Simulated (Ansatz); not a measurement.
# WS2 monolayer (2H): phonons and vibrational spectra, part 3 of 3

How does WS2 monolayer (2H) vibrate, and is this structure a minimum?

Ansatz 0.2.0; DFT LDA, scalar-relativistic, plane waves, PAW.

So far. Step 3 (Tight relaxation): The largest force component left is 0.048 meV/Å, within the tolerances set. Step 4 (Zone-centre response): Before it was imposed, the acoustic sum rule was missed by 4.8e-4 eV/Å² and the charge sum rule by 9.0e-4 e. Small misses are needed for a sound result but don't prove that mesh and cutoff are converged. The lowest optical mode is real, 299 cm⁻¹.

## 5. The dispersion

Stability and thermal properties need the whole zone. Linear response on a 6×6×1 q mesh gives force constants as far as a supercell of that size would, and the tensors from the zone-centre run are typed in so that the long-range dipole term is interpolated apart.

Contents of input.yaml:

```yaml
crystal:
  lattice:
    - [3.1253343072, 0.0, 0.0]
    - [-1.5626671536, 2.7066189054, 0.0]
    - [0.0, 0.0, 30.0]
  atoms:
    - { symbol: W, position: [0.3333333333, 0.6666666667, 0.3333333333] }
    - { symbol: S, position: [0.6666666667, 0.3333333333, 0.385351374] }
    - { symbol: S, position: [0.6666666667, 0.3333333333, 0.2813152927] }
  periodic: [true, true, false]
kpoints:
  mp_grid: { grid: [12, 12, 1] }
hamiltonian:
  xc: lda
scf:
  occupations: { method: fixed }
output:
  eigenvalues: true
phonons:
  method: dfpt
  qmesh: [6, 6, 1]
  temperatures: { t_max: 1000, t_step: 50 }
  qpath:
    path:
      - [0.0, 0.0, 0.0]
      - [0.5, 0.0, 0.0]
      - [0.33333333, 0.33333333, 0.0]
      - [0.0, 0.0, 0.0]
    npoints: 10
  isolated: true
  non_analytic_term:
    high_frequency_dielectric_tensor: [[3.5765, 0.0, 0.0], [0.0, 3.5765, 0.0], [0.0, 0.0, 1.1706]]
    born_effective_charges:
      - { species: W, tensor: [[-0.7068, 0.0, 0.0], [0.0, -0.7068, 0.0], [0.0, 0.0, -0.0669]] }
      - { species: S, tensor: [[0.3534, 0.0, 0.0], [0.0, 0.3534, 0.0], [0.0, 0.0, 0.0334]] }
      - { species: S, tensor: [[0.3534, 0.0, 0.0], [0.0, 0.3534, 0.0], [0.0, 0.0, 0.0334]] }
    source: "zone-centre run at this cell"
```

Run with:

```
ansatz run input.yaml --threads 8 --pin off --max-ram 14336MiB --backend cpu --events-out ev --progress --plain --runs-dir out
```

Numbers of over 12 decimals in the logs are rounded to 6 here.

The program printed:

```text
Warning: phonons: the dynamical matrix that this run interpolates holds no multipole term above the dipole-dipole one, and a site of this crystal is no centre of inversion, so its interpolated transverse optical and acoustic branches and sound speeds can stay off near Gamma, and the density of states and the thermodynamics with them. What a run solves at a wave vector of phonons.qpoints, Gamma apart, where the deck admits one, is free of this, and under fd what a larger phonons.supercell samples
[...]
Crystal: 3 atoms, lattice volume = 253.773 Å³
Basis set: ecut = 420 eV, 4925 PW (Γ), exchange–correlation on 48×48×432 points (8 copies of the dense FFT grid, shifted against one another)
Bands: 17, of which v1, the nominal top of the filled ones, is band 13 counted from 1 (12 counted from 0)
Symmetry: 12 space group operations
k-points: 19 of 144 (time reversal used)
[...]
SCF iter   1: F=—  HF=-11871.604132 eV  |F-HF|=—  |Δ(HF+E_count)|=         —  Δρ=5.31e-3  dr2=1.66e-1  ethr=1.77e-3  ⟨swp⟩=7.7  Hψ=2260  notcnv=0  defer=34
[...]
SCF iter  11: F=-11871.583307 eV  HF=-11871.583307 eV  |F-HF|=2.18e-11  |Δ(HF+E_count)|=    0.00e0  Δρ=2.49e-8  dr2=4.98e-12  ethr=1.00e-12  ⟨swp⟩=19.9  Hψ=3760  notcnv=0
SCF 1 converged in 11 iterations: F = -11871.583307 eV  dr2 = 4.98e-12
[...]
NSCF: frozen V_eff on 19 k-points
[...]
DFPT response loops at q = (0, 0, 0) (fractional): preconditioner auto → none (the input reference at scf.mixing.eps_inf says where Resta's filter doesn't serve); β = 0.50; Broyden in place of MSR1
[...]
SCF converged after 11 iterations
Free energy (F): -11871.583307 eV
[...]
Internal energy: -11871.583307 eV  (E = F + TS)
E sigma→0 (E₀):  -11871.583307 eV
Fermi energy:    -5.945430 eV
[...]
--- Band table (eV; the first three rows and the last of 19) ---
  k-point 0: bands = [... 9 lower, -8.1467, -7.5028, -7.5028, -6.1017, -2.8918, -2.8918, -2.6978, -2.6978]
  k-point 1: bands = [... 9 lower, -8.5479, -7.6961, -7.3077, -6.1438, -3.0349, -3.0098, -2.8130, -2.6631]
  k-point 2: bands = [... 9 lower, -8.3491, -8.1440, -7.2979, -6.3762, -3.5343, -3.0611, -3.0162, -2.1433]
  k-point 18: bands = [... 9 lower, -9.8078, -9.2483, -8.3240, -5.9454, -3.9585, -2.6497, -1.7060, -0.0572]
--- Phonons (Γ-DFPT): 4 representative perturbations + reference (Σ response iterations 19) ---
  ASR residual: 5.600e-5 → 0.000e0 eV/Å²; symmetrization residual: 4.440e-6 eV/Å²
  ASR residual per site (eV/Å²): 5.60e-5 3.41e-5 3.41e-5
  Γ frequencies (cm⁻¹): 0.00 0.00 0.00 299.40 299.40 360.75 360.75 421.20 442.80
--- Phonons (arbitrary-q DFPT): 7 irreducible q on the 6×6×1 mesh ---
  q = [0.0000, 0.0000, 0.0000] (star 1, of the zone-centre solve; hermiticity 2.59e-7, symmetrization 4.69e-13): -0.00 -0.00 0.00 299.40 299.40 360.75 360.75 421.20 442.80
  q = [0.0000, 0.1667, 0.0000] (star 6, 6 solved perturbations on 78 of 144 k-point pairs; hermiticity 4.66e-7, symmetrization 5.40e-10): 39.59 70.46 107.91 307.47 321.12 357.51 359.78 417.40 422.02
[...]
q = [0.1667, 0.1667, 0.0000] (star 6, 4 solved perturbations in 444 linear systems a pass and spin channel, the states on 144 of 144 k-point pairs; hermiticity 3.54e-7, symmetrization 5.84e-11): 90.35 120.17 151.04 320.39 343.80 353.67 359.72 391.65 412.84
[...]
sum rule: each row above includes the acoustic sum rule's correction from the zone centre's row sums; it moved no ω² by more than (0.54 cm⁻¹)²
  mesh force constants: q→R imaginary residual 1.28e-16; ASR residual 5.600e-5 → 0.000e0 eV/Å²; symmetrization residual 2.487e-14 eV/Å²
  interpolated dispersion: 31 rows × 9 modes
  density of states and harmonic sums: on the 24×24×1 q-mesh, interpolated from the force constants of a 6×6×1 supercell (with the dipole–dipole term of supplied tensors)
  largest difference from the sums on the solved wave vectors: F 2.71e-2 eV, S 3.38e-5 and C_V 6.73e-6 eV/K
  zero-point energy: 0.158810 eV/cell   skipped modes (ω ≤ 0): 3   left out of the sums: 5.79e-4 of the cell's modes: C_V's classical limit lies that fraction below 3 k_B per atom; for a crystal, a wire or a layer, F and S can be off by more, and a phonons.interpolated_qmesh denser along its periods is the remedy for the sampling
```

It took 6 min on 8 threads of AMD EPYC 7R43, shared host; peak memory 1.7 GiB; 43 min of CPU time.

Numbers from this step:

```yaml
sum_rule_residual_before_enforcement: 5.60e-5 eV/Å²
lowest_frequency_on_the_path: 0 cm⁻¹
highest_frequency_on_the_path_or_at_a_solved_wavevector: 442.8 cm⁻¹
mean_frequency: 284.7 cm⁻¹
lowest_mode_on_the_q_mesh_acoustic_modes_at_gamma_apart: 39.59 cm⁻¹
zero_point_energy_per_atom: 52.94 meV
heat_capacity_at_300_k: 21.00 J/(mol atoms K)
vibrational_entropy_at_300_k: 22.72 J/(mol atoms K)
edges_of_the_widest_gap_between_branches_on_path_and_mesh: 186.1, 299.4 cm⁻¹
```

Frequencies (cm⁻¹) solved at each irreducible wavevector; negative means imaginary. Frequencies by wavevector, by row:

```
q in reciprocal lattice units  star  mode 1  mode 2  mode 3  mode 4  mode 5  mode 6  mode 7  mode 8  mode 9
                        0 0 0     1       0       0       0   299.4   299.4   360.8   360.8   421.2   442.8
                   0 0.1667 0     6    39.6    70.5   107.9   307.5   321.1   357.5   359.8   417.4     422
                   0 0.3333 0     6   109.8   117.6   167.6   319.9   350.5   351.8   363.6   381.7     413
                     0 -0.5 0     3   131.4   142.9   180.3   324.9   347.6   352.1     371   373.8   410.5
              0.1667 0.1667 0     6    90.3   120.2     151   320.4   343.8   353.7   359.7   391.6   412.8
              0.1667 0.3333 0    12   136.9   146.4   172.8     335   352.1   352.9   365.3   369.7   405.7
              0.3333 0.3333 0     2   145.5   147.8   186.1   342.4   353.4   356.6   362.4   367.2     398
```

Interpolated from a 6×6×1 q mesh, with the LO-TO term (at Γ the limit along the path; where Γ stands inside the path, tables give the limit on arrival). Phonon branches along the path, in cm⁻¹:

```
  point  branch 1  branch 2  branch 3  branch 4  branch 5  branch 6  branch 7  branch 8  branch 9
      Γ         0         0         0       299       299       361       361       421       443
halfway        76        98       145       314       338       354       360       402       415
      M       131       143       180       325       348       352       371       374       410
halfway       144       147       176       338       348       352       368       371       404
      K       146       148       186       342       353       357       362       367       398
halfway        90       120       151       320       344       354       360       392       413
      Γ         0         0         0       299       299       361       361       421       443
```

The phonon branches as a text plot (rows in cm⁻¹):

```
    434 |*******                                           ******
    415 |**************************            ******************
    397 |         ****             ************     **
    378 |             ***************          *****
    360 |***********************  *******************************
    341 |         ********************************  *****
    323 |     ********************                *********
    304 |*********                                       ********
    286 |
    268 |
    249 |
    231 |
    212 |
    194 |                               ***
    175 |             ******************   *******
    157 |           **              **   **  *********
    138 |         **    ***********************   **  ***
    120 |       **  ******                     *******
    101 |     **  ****                                *****
     83 |       ****                                **   ****
     65 |   ****                                      ***
     46 |   **  **                                       *******
     28 | **  **                                           *****
      9 |*****                                               ****
         Γ                   M           K                      Γ
```

The phonon density of states has structure finer than the step of the table below, so its rows give means over 20 cm⁻¹, whole bins alone (the curve runs from 2.5 to 442 cm⁻¹). Peaks (cm⁻¹: height): 147.5: 0.0621, 177.5: 0.0484, 352.5: 0.211, 412.5: 0.0798.

Tetrahedra on a 24×24×1 mesh, mean over bins of 5 cm-1. Interpolated from a 6×6×1 q mesh. The phonon density of states by wavenumber; means over each step:

```csv
wavenumber (cm⁻¹),phonon density of states (1/cm⁻¹/cell)
20,0.00349
40,0.00514
60,0.00705
80,0.00959
100,0.0136
120,0.0233
140,0.0467
160,0.0176
180,0.0222
200,8.4e-5
220,0
240,0
260,0
280,0
300,0.00912
320,0.0328
340,0.0502
360,0.114
380,0.0284
400,0.0301
420,0.0329
```

The partial phonon density of states has structure finer than the step of the table below, so its rows give means over 20 cm⁻¹, whole bins alone (the curve runs from -10 to 466 cm⁻¹). Peaks (cm⁻¹: height): S 352.3: 0.136, 412.2: 0.0617; W 145.7: 0.0459, 175.6: 0.0325, 352.3: 0.0186.

Phonopy on the run's constants, 21x21x1 mesh, Gaussian sigma 3.4 cm-1. Interpolated from a 6×6×1 q mesh. Table of partial phonon density of states by wavenumber; means over each step; values in 1/cm⁻¹/cell:

| wavenumber (cm⁻¹) | S | W |
| --- | --- | --- |
| 0 | 3.8e-4 | 0.00105 |
| 20 | 9.3e-4 | 0.00249 |
| 40 | 0.00133 | 0.00352 |
| 60 | 0.00193 | 0.00521 |
| 80 | 0.00260 | 0.00720 |
| 100 | 0.00352 | 0.0103 |
| 120 | 0.00539 | 0.0176 |
| 140 | 0.00873 | 0.0370 |
| 160 | 0.00273 | 0.0159 |
| 180 | 0.00338 | 0.0187 |
| 200 | 2.7e-5 | 1.2e-4 |
| 220 | 0 | 0 |
| 240 | 0 | 0 |
| 260 | 0 | 0 |
| 280 | 6.1e-6 | 0 |
| 300 | 0.00924 | 3.1e-5 |
| 320 | 0.0323 | 3.3e-4 |
| 340 | 0.0446 | 0.00352 |
| 360 | 0.102 | 0.0141 |
| 380 | 0.0235 | 0.00498 |
| 400 | 0.0261 | 0.00397 |
| 420 | 0.0296 | 0.00329 |
| 440 | 0.00223 | 7.7e-4 |

Harmonic thermodynamic functions per atom, from the density of states. Interpolated from a 6×6×1 q mesh. Thermodynamic functions, by row:

```csv
T (K),F_vib (meV/atom),S (J/mol-atom/K),C_V (J/mol-atom/K)
0,52.94,0,0
100,50.65,5.793,8.782
200,39.91,14.88,17.39
300,20.28,22.72,21
400,-6.65,29.01,22.58
500,-39.46,34.15,23.38
600,-77.14,38.45,23.84
700,-119,42.15,24.12
800,-164.3,45.38,24.31
900,-212.9,48.25,24.43
1000,-264.3,50.83,24.53
```

Symmetry leaves 7 wavevectors to solve. The lowest mode among them, the acoustic zeros apart, lies at q = (0, 0.167, 0) and is real, 39.6 cm⁻¹.

## 6. Another isotope, element S, natural mass 32.06 amu

An isotope changes the mass and not the force constants, so no new electronic calculation is needed; the shifts show which modes move this element.

The same force constants with the mass of S changed from 32.060 to 33.968 u (phonopy, no LO-TO term). Both lists are sorted by frequency; levels can cross, so a row need not hold one and the same mode. Modes under 3 cm⁻¹ are left out. Isotope shifts, by row:

```csv
q,rank,natural mass (cm⁻¹),changed mass (cm⁻¹)
0 0 0,4,299.4,290.9
0 0 0,5,299.4,290.9
0 0 0,6,360.8,353.2
0 0 0,7,360.8,353.2
0 0 0,8,421.2,409.2
0 0 0,9,442.8,433.5
0 0.1667 0,1,39.59,39.26
0 0.1667 0,2,70.47,69.93
0 0.1667 0,3,107.9,107.2
0 0.1667 0,4,307.5,298.7
0 0.1667 0,5,321.1,312.3
0 0.1667 0,6,357.5,350
0 0.1667 0,7,359.8,351.3
0 0.1667 0,8,417.4,406
0 0.1667 0,9,422,413.1
0 0.3333 0,1,109.8,108.9
0 0.3333 0,2,117.6,116.7
0 0.3333 0,3,167.6,167
0 0.3333 0,4,319.9,310.8
0 0.3333 0,5,350.5,342.1
0 0.3333 0,6,351.8,343
0 0.3333 0,7,363.6,353.6
0 0.3333 0,8,381.7,373.3
0 0.3333 0,9,413,402.3
0 -0.5 0,1,131.4,130.5
0 -0.5 0,2,142.9,142
0 -0.5 0,3,180.3,179.7
0 -0.5 0,4,324.9,315.6
0 -0.5 0,5,347.6,340
0 -0.5 0,6,352.1,342.1
0 -0.5 0,7,371,360.6
0 -0.5 0,8,373.8,365.1
0 -0.5 0,9,410.5,400
```

A mode of this element alone would shift by -2.85 %. The highest zone-centre frequency without the field goes from 442.8 to 433.5 cm⁻¹ (-2.1 %). The product of the frequency ratios over all optical modes at Γ is 0.860; the product rule, (m/m′)^(3k/2) (M′/M)^(3/2) with k = 2 such atoms and M the mass of the cell, gives 0.860.

## 7. Another isotope, element W, natural mass 183.84 amu

The same for W, from 183.84 to 185.95 u.

A mode of this element alone would shift by -0.57 %. The highest zone-centre frequency without the field goes from 442.8 to 442.1 cm⁻¹ (-0.1 %). The product of the frequency ratios over all optical modes at Γ is 0.996; the product rule, (m/m′)^(3k/2) (M′/M)^(3/2) with k = 1 such atoms and M the mass of the cell, gives 0.996.

## 8. Outcome

* space group after relaxation (within 0.01 Å): P-6m2
* area per atom: 2.82 Å²
* gap on the k-mesh: 1.99 eV
* highest optical mode at the zone centre (no LO-TO term): 443 cm⁻¹
* lowest optical zone-centre mode: 299 cm⁻¹
* largest Born charge (third of the trace): -0.493 e
* lowest mode on the q mesh (acoustic modes at Γ apart): 39.6 cm⁻¹
* highest frequency on the path or at a solved wavevector: 443 cm⁻¹
* zero-point energy per atom: 52.9 meV
* heat capacity at 300 K: 21.0 J/(mol atoms K)
* vibrational entropy at 300 K: 22.7 J/(mol atoms K)
* imaginary modes on the 6×6×1 q mesh: none

The structure is a minimum as far as tested: no mode is imaginary at the 7 irreducible wavevectors of the 6×6×1 mesh, and the softest away from the acoustic zeros lies at 40 cm⁻¹. Without the field, the optical modes at Γ span 299 to 443 cm⁻¹. The highest mode in this list at Γ, 442.8 cm⁻¹, is mostly motion of S (74 % of the kinetic energy). The strongest infrared line is at 361 cm⁻¹. Averaged over orientations, the strongest Raman line at 532 nm and 300 K is at 361 cm⁻¹. The tensors are the static, non-resonant ones, while 532 nm light (2.33 eV) lies above the computed gap. On the path and the mesh, the widest gap between branches runs from 186 to 299 cm⁻¹. In a sheet or slab the interpolated bending branch near Γ is rough, since the rotational sum rule isn't imposed. Dielectric tensors refer to the cell with its vacuum. The program warns that the interpolation holds no quadrupole term, so branches close to Γ can be off in this crystal. Spin-orbit coupling is left out, which can matter for the heavy elements here. The starting cell was built on a prototype and not taken from a measurement. These are harmonic frequencies at zero temperature: anharmonic shifts, linewidths and thermal expansion are left out.

[Logs are printed without paths, hosts, clocks, repeated set-up lines and the standing remarks that a program may print on its own settings, such as how far it seeks lower states.]

[Hosts, paths, dates, database ids (printed as entryN), source tags and the programs' standing remarks are cut or masked in the printed files.]
